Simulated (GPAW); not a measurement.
The O K edge of atom 5 in Zn2P2O7 (C2/m), with 1 P at 1.54 Å (terminal, site symmetry m), was computed in 3 ways: full core hole (charged cell), half core hole and no core hole. Program and functional: GPAW, LDA, Gaussian full width 0.9 eV up to 4 eV, rising linearly to 3.5 eV at 25 eV; cells of 11 and 22 atoms (the run without a hole in the smaller).

Each run is counted from its own lowest empty level or Fermi level and scaled to a mean of 1 over its first 20 eV.

| E (eV) | run 1 | run 2 | run 3 |
| --- | --- | --- | --- |
| -2.0 | 0.00 | 0.00 | 0.00 |
| -1.0 | 0.00 | 0.00 | 0.00 |
| 0.0 | 0.00 | 0.01 | 0.01 |
| 1.0 | 0.20 | 0.14 | 0.30 |
| 2.0 | 0.83 | 0.71 | 1.02 |
| 3.0 | 0.60 | 0.53 | 1.87 |
| 4.0 | 1.55 | 0.63 | 2.58 |
| 5.0 | 2.49 | 1.41 | 2.29 |
| 6.0 | 2.06 | 1.99 | 1.56 |
| 7.0 | 1.70 | 1.81 | 1.39 |
| 8.0 | 1.82 | 1.91 | 1.45 |
| 9.0 | 1.70 | 2.22 | 1.23 |
| 10.0 | 1.23 | 1.78 | 0.96 |
| 11.0 | 0.90 | 1.19 | 0.73 |
| 12.0 | 0.79 | 0.98 | 0.65 |
| 13.0 | 0.67 | 0.83 | 0.55 |
| 14.0 | 0.62 | 0.77 | 0.52 |
| 15.0 | 0.53 | 0.65 | 0.47 |
| 16.0 | 0.46 | 0.54 | 0.43 |
| 17.0 | 0.48 | 0.52 | 0.48 |
| 18.0 | 0.51 | 0.52 | 0.53 |
| 19.0 | 0.54 | 0.53 | 0.57 |
| 20.0 | 0.57 | 0.56 | 0.61 |
| 21.0 | 0.59 | 0.57 | 0.64 |
| 22.0 | 0.60 | 0.56 | 0.65 |
| 23.0 | 0.61 | 0.56 | 0.68 |
| 24.0 | 0.67 | 0.60 | 0.74 |
| 25.0 | 0.76 | 0.68 | 0.84 |
| 26.0 | 0.86 | 0.77 | 0.92 |
| 27.0 | 0.92 | 0.85 | 0.96 |
| 28.0 | 0.92 | 0.90 | 0.94 |
| 29.0 | 0.89 | 0.90 | 0.88 |
| 30.0 | 0.85 | 0.88 | 0.84 |
| 31.0 | 0.82 | 0.84 | 0.80 |

Q: Which run is which?

Run 1: half core hole (area from −2 to 6 eV 6.7, main maxima 2.2 eV (0.86), 5.1 eV (2.50) and 8.3 eV (1.84)). Run 2: no core hole (area from −2 to 6 eV 4.4, main maxima 2.3 eV (0.83), 6.0 eV (1.99) and 8.9 eV (2.22)). Run 3: full core hole (charged cell) (area from −2 to 6 eV 8.9, main maxima 4.4 eV (2.89) and 7.9 eV (1.45)). With each curve scaled to its own mean, the area from −2 to 6 eV with the hole is 8.9 against 4.4, and the centre of weight from −1 to 20 eV moves by -1.4 eV: the hole pulls the absorber's empty states down.

[Hosts, paths, dates, database ids (printed as entryN), source tags and the programs' standing remarks are cut or masked in the printed files.]

[Lists of maxima count a maximum above −3 eV only where it reaches 4 % of the highest in the window and stands out from its surroundings by 2 % of it (1.5 % where it reaches 55 %); shoulders and weaker maxima are passed over, and of the rest the first, up to two pre-edge ones and the few strongest are named.]
